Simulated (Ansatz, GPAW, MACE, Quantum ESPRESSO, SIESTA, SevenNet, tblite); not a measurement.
# GPAW runs on HfO2(111) slab (54 atoms)

Wanted: GPAW inputs and outputs for HfO2(111) slab (54 atoms), checked against a plane-wave reference.

Program: GPAW 26.7.0. Level of theory: the method is named at each step. Results are calculated unless marked as measured.

## 1. The structure

The cell holds 54 atoms: 18 Hf and 36 O. Its edges and angles: a = 10.776 Å, b = 7.184 Å, c = 17.332 Å, α = 90.0°, β = 90.0°, γ = 120.0°. It derives from HfO2 (fluorite-type). Fluorite-type HfO2 (a = 5.08 Å), (111) slab of 3 repeat layers, 3 x 2 surface cells, 10 Å of vacuum; not relaxed, displaced by a Gaussian of 0.02 Å. Then every atom was moved at random, 0.05 Å r.m.s. a Cartesian component. Vacuum lies along c.

The yardstick, on the same geometry:

| Quantity | Value |
| --- | --- |
| method | Kohn-Sham DFT, PBE, SSSP efficiency 1.3.0 pseudopotentials, plane waves (Quantum ESPRESSO 7.5); sssp-pbe-1.3.0-efficiency, cutoffs 60/480 Ry, Γ point |
| r.m.s. force component | 0.873 eV/Å |
| longest force | 3.096 eV/Å |
| gap (highest filled to lowest empty level) | 3.481 eV |
| time | 3.9 min on 4 MPI ranks of Arm Neoverse V1, shared host |
| CPU time | 15 min |

## 2. PBE, LCAO dzp, h 0.18 Å

Method: Kohn-Sham DFT, PBE, PAW, atomic orbitals (dzp).

Input file run.py:

```python
import numpy as np
from ase.io import read
from gpaw import GPAW, FermiDirac

atoms = read("structure.xyz")
atoms.calc = GPAW(
    mode="lcao",
    basis="dzp",
    h=0.18,
    xc="PBE",
    kpts={"size": (1, 1, 1), "gamma": True},
    occupations=FermiDirac(0.05),
    maxiter=200,
    symmetry={"point_group": False},
    txt="gpaw.txt",
)
energy = atoms.get_potential_energy(force_consistent=True)
forces = atoms.get_forces()
print(f"energy {energy:.6f} eV")
print("forces (eV/A)")
for i, (a, f) in enumerate(zip(atoms, forces)):
    print(f"{i:4d} {a.symbol:2s} {f[0]:10.5f} {f[1]:10.5f} {f[2]:10.5f}")
print(f"Fermi level {atoms.calc.get_fermi_level():.4f} eV")
for k in range(len(atoms.calc.get_ibz_k_points())):
    for s in range(atoms.calc.get_number_of_spins()):
        e = atoms.calc.get_eigenvalues(kpt=k, spin=s)
        n = np.searchsorted(e, atoms.calc.get_fermi_level())
        print(f"k {k} spin {s} levels about the Fermi level:", np.round(e[max(n - 6, 0):n], 4).tolist(), "|", np.round(e[n:n + 6], 4).tolist())
```

Input file structure.xyz:

```xyz
54
Lattice="10.77631 0.00000 0.00000 -3.59210 6.22170 0.00000 0.00000 0.00000 17.33235" Properties=species:S:1:pos:R:3 pbc="T T T"
Hf 1.81254 3.01354 5.78641
O 0.00722 4.01318 4.90731
O 1.85044 5.13452 6.43013
Hf 1.74375 5.15001 8.74972
O 1.92135 3.07483 7.94948
O 0.04634 4.15578 9.37143
Hf 0.03517 4.13762 11.65705
O 1.75572 5.16550 10.88090
O 8.92013 3.15639 12.33041
Hf 3.56685 0.01288 5.72054
O 1.73976 1.08214 4.95203
O 3.55564 2.06473 6.46965
Hf 3.66923 2.07593 8.56443
O -0.04400 6.20080 7.86611
O 1.79160 1.05004 9.37715
Hf 1.84710 1.13422 11.66623
O 3.53704 2.02846 10.80568
O 0.00079 0.02047 12.30891
Hf 5.39904 3.03886 5.74567
O 3.65403 4.09027 5.00056
O 5.37066 5.28229 6.45162
Hf 5.46119 5.18877 8.60447
O 5.38004 3.13263 7.92626
O 3.58492 4.11217 9.45046
Hf 3.66973 4.18160 11.53052
O 5.32569 5.20769 10.87258
O 1.76290 3.09150 12.36888
Hf 3.65522 6.17050 5.79108
O 5.40400 1.09676 4.97248
O 7.19010 2.19925 6.51436
Hf 7.17857 2.12701 8.58298
O 3.55450 6.21336 7.84479
O 5.46664 0.97668 9.37871
Hf 5.37469 1.02359 11.64422
O 7.23924 2.18002 10.76426
O 3.70299 0.07721 12.29713
Hf 8.93353 3.06021 5.78207
O 7.23525 4.18895 5.00125
O -1.82604 5.22585 6.43030
Hf -1.80273 5.10746 8.67085
O -1.78373 3.20150 7.92279
O 7.16201 4.17936 9.40869
Hf 7.17228 4.11397 11.52827
O -1.82098 5.16874 10.88645
O 5.37436 3.09878 12.32538
Hf 7.15572 6.21150 5.73891
O 8.92968 1.04749 4.98877
O 0.06865 2.03487 6.52026
Hf -0.00183 2.10038 8.60101
O -3.57608 6.21691 7.92019
O 9.00695 0.97749 9.41355
Hf 8.89006 0.99087 11.54785
O -0.02360 2.04476 10.87882
O 3.58941 6.07487 12.32521
```

Run with:

```sh
OMP_NUM_THREADS=1 python run.py > output.txt
```

The log of the run:

```text
energy -466.441481 eV
forces (eV/A)
   0 Hf   -0.72614    2.20618   -0.82688
   1 O    -0.53290    0.61274    0.54235
   2 O    -1.16184    0.35216    0.30274
   3 Hf    1.20739    0.33301   -1.40035
   4 O    -1.43883    0.59646   -0.56362
   5 O    -0.65545   -0.48411    0.54480
   6 Hf   -1.29691   -1.02018   -1.02458
   7 O     0.35692   -0.14233   -0.52718
   8 O     0.44364   -0.35160    0.92956
   9 Hf    0.37593   -1.60869    0.29827
  10 O     0.44228   -0.67684   -0.70280
  11 O     1.40337   -0.79531    0.01169
  12 Hf   -1.81603   -1.20362    2.52081
  13 O     0.73033    0.00256   -0.02039
  14 O    -0.16281   -0.25922    0.33003
  15 Hf   -1.76862   -1.15525   -2.03447
  16 O     1.28976    0.45441   -0.24735
  17 O    -0.31634   -0.12906    0.58929
  18 Hf   -0.76668    0.91648   -1.35870
  19 O     0.33421    0.15366   -0.32088
  20 O     1.20916   -1.47282    1.04576
  21 Hf   -1.30043    1.12599    0.71236
  22 O     0.11602    0.01047   -0.70422
  23 O     0.48907    0.72192   -0.72161
[...]
46 O     0.16215    0.54659   -0.39055
  47 O    -1.16500    0.29034    0.53627
  48 Hf    1.72186   -1.22007    2.35799
  49 O    -0.36384   -0.44934   -0.46011
  50 O    -0.47554    0.65241   -0.90875
  51 Hf    2.22233    0.94316    0.13551
  52 O    -0.21567    1.06462   -0.61343
  53 O    -0.45891    2.35918    0.96901
Fermi level 2.9598 eV
k 0 spin 0 levels about the Fermi level: [0.8072, 0.87, 1.0015, 1.0453, 1.0842, 1.4147] | [4.7423, 4.7524, 4.8396, 4.9249, 5.0167, 5.0303]
```

gpaw.txt:

```text
Input parameters:
  mode=LCAO(),
  basis={'default': 'dzp'},
  h=0.18,
  kpts=MonkhorstPack(size=(1, 1, 1), gamma=True),
  maxiter=200,
  occupations=Occupations(name='fermi-dirac', width=0.05, fixmagmom=False),
  symmetry=Symmetry(point_group=False),
  xc=XC(name='PBE')
Unit cell  # Å
| periodic |         x |        y |         z |   lengths |     angles |
|----------|-----------|----------|-----------|-----------|------------|
|      yes | 10.776310 | 0.000000 |  0.000000 | 10.776310 |  90.000000 |
|      yes | -3.592100 | 6.221700 |  0.000000 |  7.184200 |  90.000000 |
|      yes |  0.000000 | 0.000000 | 17.332350 | 17.332350 | 119.999999 |
Number of symmetries: 1
Symmetry operations  # r_c * U_cc + t_c -> r_c
|   | kind |            matrix            |
|---|------|------------------------------|
| 0 |  E   |  1, 0, 0,  0, 1, 0,  0, 0, 1 |
BZ-sampling:
  Number of BZ points: 1
  Number of IBZ points: 1
  Monkhorst-Pack size: [1, 1, 1]
  Monkhorst-Pack shift: [0, 0, 0]
[... lines left out ...]
eigensolver:
density mixing:
  MSR1-Mixer
occupation numbers:
  Fermi-Dirac:
    width: 0.0500  # eV
FastPoissonSolver using
    Stencil: 8*3+1=25 point O(h^6) finite-difference Laplacian
xc functional:
  name: PBE with 2 nearest neighbor stencil
interpolation: tri-quintic # 5. degree polynomial
Initialization done in: 11.552 s
convergence criteria:
- Maximum [total energy] change in last 3 cyles: 0.0005 eV / valence electron
- Maximum integral of absolute [dens]ity change: 0.0001 electrons / valence electron
- Maximum integral of absolute [eigenst]ate change: 4e-08 eV^2 / valence electron
maximum number of iterations: 200
SCF iterations
|iter     |      energy | eigst |  dens |
|---------|-------------|-------|-------|
|iter:   1| -514.852908 |      c|       |
|iter:   2| -501.222887 |      c| -0.88 |
|iter:   3| -466.757855 |      c| -0.94 |
|iter:   4| -466.434208 |      c| -1.50 |
|iter:   5| -466.605671 |      c| -1.75 |
|iter:   6| -466.447366c|      c| -2.23 |
|iter:   7| -466.443323c|      c| -2.90 |
|iter:   8| -466.441821c|      c| -3.18 |
|iter:   9| -466.441484c|      c| -3.54 |
|iter:  10| -466.441481c|      c| -4.13c|
Converged in 10 steps
SCF loop duration: 188.899 s (18.890 s/step)
Energy contributions relative to reference atoms: (reference = -7451420.757797)
Energy contributions:
  Kinetic:         418.291927
  Coulomb:        -485.620652
  Zero:             17.739186
  External:          0.000000
  Xc:             -416.851942
  Entropy:          -0.000000
  Spinorbit:         0.000000
  ----------------------------
  Free energy:    -466.441481
  Extrapolated:   -466.441481
dipole moment: (-14.279326, 52.885587, 0.241978)  # |e|*Ang
Fermi level: 2.960
Eigenvalues  # (at kpt = [0.000, 0.000, 0.000])
| band index |      eig [eV] | occ [0-2] |
|------------|---------------|-----------|
|          0 |       -60.597 |     2.000 |
|        ... |               |           |
|        208 |         0.761 |     2.000 |
|        209 |         0.773 |     2.000 |
[...]
|        223 |         5.217 |     0.000 |
|        ... |               |           |
|        263 |         6.947 |     0.000 |
Gap: 3.328 eV
Transition (v -> c):
  (s=0, k=0, n=215, [0.00, 0.00, 0.00]) -> (s=0, k=0, n=216, [0.00, 0.00, 0.00])
No difference between direct/indirect transitions
Force computation time: 48.824  # s
timing:  # [seconds]
  Total:  249.308  # ━━━━━━━━━━━━━━━━━━━━━━━━━━━━━━━━━━━━━━━━━━━━━━━━━━━━━━━━
  Init:    11.551  # ━━╸
  SCF:    188.899  # ━━━━━━━━━━━━━━━━━━━━━━━━━━━━━━━━━━━━━━━━━━╸
  Forces:  48.824  # ━━━━━━━━━━━
```

It took 4.2 min on 1 thread of Arm Neoverse V1, shared host; peak memory 1.5 GiB.

Banners, paths, timers and routine set-up lines are dropped from the logs unmarked, and long logs keep their key lines alone; longer cuts are marked.

Against the reference:

- r.m.s. force component: 0.9992 eV/Å
- r.m.s. difference of force components: 199.2 meV/Å
- longest difference of force vectors: 757.4 meV/Å
- force difference over r.m.s. force: 22.82 %
- slope of forces against the reference's: 1.129
- correlation of force components: 0.9864
- gap (highest filled to lowest empty level): 3.328 eV
- gap difference: -0.1532 eV

Length of the force difference by element (eV/Å):

```
element  atoms  mean  most
     Hf     18  0.50  0.76
      O     36  0.19  0.41
```

Levels nearest the highest filled one (eV from it): -0.61, -0.54, -0.41, -0.37, -0.33, 0.00, 3.33, 3.34, 3.42, 3.51, 3.60, 3.62.

A closer look about Hf7, picked at random: 9 atoms, nearest first, numbered in the order of the input, with positions taken from that point.

```
atom      x      y      z  distance (Å)  bonds     Fx     Fy  Fz (eV/Å)
 Hf7   0.00   0.00   0.00          0.00      7  -1.30  -1.02      -1.02
 O27   1.73  -1.05   0.71          2.14      3   0.34   0.48       0.96
  O8   1.72   1.03  -0.78          2.15      4   0.36  -0.14      -0.53
 O53  -0.06  -2.09  -0.78          2.23      4  -0.22   1.06      -0.61
  O9  -1.89  -0.98   0.67          2.23      3   0.44  -0.35       0.93
 O36   0.08   2.16   0.64          2.26      3  -0.76  -0.60       1.65
 O44  -1.86   1.03  -0.77          2.26      4   0.90   0.05      -1.09
  O6   0.01   0.02  -2.29          2.29      4  -0.66  -0.48       0.54
Hf16   1.81  -3.00   0.01          3.51      7  -1.77  -1.16      -2.03
```

Atoms are counted from 1 here, from 0 in the log.

Forces lie 23 % from the reference's, at 0.27 times its CPU time (on 1 against 4 cores).

The difference per atom is largest on Hf (0.50 eV/Å on average, against 0.19 on O).

## 3. PBE, LCAO dzp, h 0.28 Å

Method: Kohn-Sham DFT, PBE, PAW, atomic orbitals (dzp).

Changes to run.py since step 2:

```diff
@@ -8,3 +8,3 @@
     basis="dzp",
-    h=0.18,
+    h=0.28,
     xc="PBE",
```

structure.xyz is that of step 2.

The log of the run:

```text
energy -404.351993 eV
forces (eV/A)
   0 Hf   -0.72615    2.21056   -0.95056
   1 O     0.07906    1.74371    0.57172
   2 O    -4.02365    0.25872   -3.04118
   3 Hf    1.25664    0.37902   -1.51075
   4 O    -2.02383    2.61394   -0.19552
   5 O    -4.97082   -1.38501   -0.83441
[...]
51 Hf    2.23134    0.93275    0.25710
  52 O    -1.00155    0.95359    2.32552
  53 O    -0.56975    0.24785    3.97235
Fermi level 3.0148 eV
k 0 spin 0 levels about the Fermi level: [0.8097, 0.864, 1.0123, 1.0487, 1.0822, 1.4359] | [4.7324, 4.743, 4.8303, 4.9152, 5.0075, 5.0226]
```

gpaw.txt:

```text
Input parameters:
  mode=LCAO(),
  basis={'default': 'dzp'},
  h=0.28,
  kpts=MonkhorstPack(size=(1, 1, 1), gamma=True),
  maxiter=200,
  occupations=Occupations(name='fermi-dirac', width=0.05, fixmagmom=False),
[... lines left out ...]
  Fermi-Dirac:
[... lines left out ...]
convergence criteria:
- Maximum [total energy] change in last 3 cyles: 0.0005 eV / valence electron
[... lines left out ...]
Converged in 10 steps
[... lines left out ...]
  Free energy:    -404.351993
[... lines left out ...]
Fermi level: 3.015
[... lines left out ...]
|        ... |               |           |
|        263 |         6.967 |     0.000 |
Gap: 3.296 eV
Transition (v -> c):
  (s=0, k=0, n=215, [0.00, 0.00, 0.00]) -> (s=0, k=0, n=216, [0.00, 0.00, 0.00])
No difference between direct/indirect transitions
Force computation time: 16.653  # s
timing:  # [seconds]
  Total:  89.178  # ━━━━━━━━━━━━━━━━━━━━━━━━━━━━━━━━━━━━━━━━━━━━━━━━━━━━━━━━━
  Init:    8.164  # ━━━━━
  SCF:    64.322  # ━━━━━━━━━━━━━━━━━━━━━━━━━━━━━━━━━━━━━━━━━
  Forces: 16.653  # ━━━━━━━━━━╸
```

Elapsed: 91 s, on 1 thread; peak memory 0.53 GiB.

Numbers from this run, and their distance from the reference:

```yaml
r_m_s_force_component: 2.18 eV/Å
r_m_s_difference_of_force_components: 1872 meV/Å
longest_difference_of_force_vectors: 5629 meV/Å
force_difference_over_r_m_s_force: 214.5 %
slope_of_forces_against_the_reference_s: 1.317
correlation_of_force_components: 0.5301
spacing_of_highest_filled_and_lowest_empty_level: 3.296 eV
gap_difference: -0.1843 eV
energy_less_the_same_level_run_s: 1150 meV/atom
r_m_s_force_difference_from_the_same_level_run: 1850 meV/Å
```

This is a coarse setting, run to see what it loses.

Against the first run (23 %), the force difference from the reference is 215 %, at 0.36 times the CPU time: the grid matters here.

The difference per atom is largest on O (3.8 eV/Å on average, against 0.57 on Hf). The forces add up to 22 eV/Å instead of zero, usually a sign of too coarse a grid.

## 4. PBE, LCAO szp(dzp), h 0.18 Å

Method: Kohn-Sham DFT, PBE, PAW, atomic orbitals (szp(dzp)).

Changes to run.py since step 3:

```diff
@@ -7,4 +7,4 @@
     mode="lcao",
-    basis="dzp",
-    h=0.28,
+    basis="szp(dzp)",
+    h=0.18,
     xc="PBE",
```

structure.xyz is that of step 3.

The log of the run:

```text
energy -451.574240 eV
forces (eV/A)
   0 Hf   -0.71598    2.35711   -0.98002
   1 O    -0.57943    0.63696    0.44790
   2 O    -1.22639    0.33889    0.29873
   3 Hf    1.26003    0.38681   -1.42987
   4 O    -1.50099    0.64499   -0.61180
   5 O    -0.70904   -0.55051    0.64499
   6 Hf   -1.40182   -1.03578   -0.84046
   7 O     0.42025   -0.13888   -0.53311
   8 O     0.53505   -0.35801    1.07279
   9 Hf    0.43239   -1.65224   -0.00130
  10 O     0.37382   -0.77140   -0.89173
  11 O     1.43602   -0.83087   -0.01759
[...]
49 O    -0.31616   -0.41909   -0.50561
  50 O    -0.46847    0.65845   -0.92924
  51 Hf    2.17471    0.95554    0.36961
  52 O    -0.26482    1.06080   -0.64557
  53 O    -0.46831    2.52472    1.14765
Fermi level 3.2813 eV
k 0 spin 0 levels about the Fermi level: [1.0778, 1.1237, 1.2518, 1.3157, 1.3465, 1.6888] | [4.6899, 4.7103, 4.7577, 4.8611, 4.9567, 4.9822]
```

gpaw.txt:

```text
Input parameters:
  mode=LCAO(),
  basis={'default': 'szp(dzp)'},
  h=0.18,
  kpts=MonkhorstPack(size=(1, 1, 1), gamma=True),
  maxiter=200,
  occupations=Occupations(name='fermi-dirac', width=0.05, fixmagmom=False),
  symmetry=Symmetry(point_group=False),
  xc=XC(name='PBE')
[... lines left out ...]
  Fermi-Dirac:
[... lines left out ...]
convergence criteria:
- Maximum [total energy] change in last 3 cyles: 0.0005 eV / valence electron
[... lines left out ...]
Converged in 10 steps
[... lines left out ...]
  Free energy:    -451.574240
[... lines left out ...]
Fermi level: 3.281
[... lines left out ...]
|          0 |       -60.708 |     2.000 |
|        ... |               |           |
|        208 |         1.027 |     2.000 |
|        209 |         1.032 |     2.000 |
[...]
|        223 |         5.188 |     0.000 |
|        ... |               |           |
|        263 |         7.135 |     0.000 |
Gap: 3.001 eV
Transition (v -> c):
  (s=0, k=0, n=215, [0.00, 0.00, 0.00]) -> (s=0, k=0, n=216, [0.00, 0.00, 0.00])
No difference between direct/indirect transitions
Force computation time: 29.060  # s
timing:  # [seconds]
  Total:  156.014  # ━━━━━━━━━━━━━━━━━━━━━━━━━━━━━━━━━━━━━━━━━━━━━━━━━━━━━━━━
  Init:     9.364  # ━━━╸
  SCF:    117.554  # ━━━━━━━━━━━━━━━━━━━━━━━━━━━━━━━━━━━━━━━━━━
  Forces:  29.060  # ━━━━━━━━━━╸
```

Wall time 2.6 min (1 thread); peak memory 1.4 GiB.

Compared with the plane-wave run:

```
r.m.s. force component                           : 1.051 eV/Å
r.m.s. difference of force components            : 288.8 meV/Å
longest difference of force vectors              : 1116 meV/Å
force difference over r.m.s. force               : 33.09 %
slope of forces against the reference's          : 1.171
correlation of force components                  : 0.9719
gap (highest filled to lowest empty level) : 3.001 eV
gap difference                                   : -0.4797 eV
```

This is a coarse setting, run to see what it loses.

Against the first run (23 %), the force difference from the reference is 33 %, at 0.63 times the CPU time, with 612 basis functions against 990: the smaller basis costs accuracy.

## 5. All runs compared

Differences are against the plane-wave reference, forces as r.m.s. over components; share is that over the reference's r.m.s. force, slope the least-squares factor from reference forces to these. Total energies of different programs have different zeros and aren't compared.

```
                                       run  Δ force, r.m.s. (meV/Å)  share (%)  slope  Δ gap (eV)  cores  CPU time  memory (GiB)
                                 reference                        -          -      -           -      4    15 min           2.9
              GPAW PBE, LCAO dzp, h 0.18 Å                      199       22.8  1.129      -0.153      1   4.2 min           1.5
     GPAW PBE, LCAO dzp, h 0.28 Å (coarse)                     1872        215  1.317      -0.184      1      91 s          0.53
GPAW PBE, LCAO szp(dzp), h 0.18 Å (coarse)                      289       33.1  1.171      -0.480      1   2.6 min           1.4
```

Rows marked coarse were listed beforehand as settings not expected to be converged; some can still land near the reference.

CPU time is summed over cores on a shared host, where runs went side by side, so it is rough. Symmetry, cutoffs, thresholds, outputs and thread counts weren't matched or tuned between programs; memory under MPI is the largest rank's times the ranks.

Within one program, basis, potentials and functional, energies share a zero. Each run against its twin at the usual cutoff or grid and solver:

```
                         run                twin  Δ energy (meV/atom)  Δ force, r.m.s. (meV/Å)  CPU time over the twin's
GPAW PBE, LCAO dzp, h 0.28 Å  LCAO dzp, h 0.18 Å                 1150                     1850                      0.36
```

## 6. What came out

```
nearest in forces : GPAW PBE, LCAO dzp, h 0.18 Å, 23 %
its CPU time      : 4.2 min
```

What this shows: The PBE run in local orbitals, coarse settings apart, differs by 23 % (GPAW PBE, LCAO dzp, h 0.18 Å); basis, grid and potentials can all enter. Runs with settings chosen to be coarse differ by 33 % (GPAW PBE, LCAO szp(dzp), h 0.18 Å) to 215 % (GPAW PBE, LCAO dzp, h 0.28 Å), their programs' other errors included. Of the electronic-structure runs that take under half the reference's CPU time, GPAW PBE, LCAO dzp, h 0.18 Å comes nearest, at 23 % in 4.2 min against 15 min. GPAW PBE, LCAO szp(dzp), h 0.18 Å stiffens the forces by a factor of 1.17 while following their directions (correlation 0.972). At the same functional, gaps differ from the reference's 3.48 eV by between -0.48 and -0.15 eV. These are spacings on the run's k-points, which needn't hold the band edges. The electronic-structure runs sample only Γ, in a cell whose shortest periodic width is 6 Å. Spin–orbit coupling is left out, which matters for the levels of the heavy elements.

[Also dropped from logs without a mark: logging warnings of Python, and SIESTA's first energy breakdown and zero terms.]

[Logs are printed without paths, hosts, clocks, repeated set-up lines and the standing remarks that a program may print on its own settings, such as how far it seeks lower states.]

[Hosts, paths, dates, database ids (printed as entryN), source tags and the programs' standing remarks are cut or masked in the printed files.]
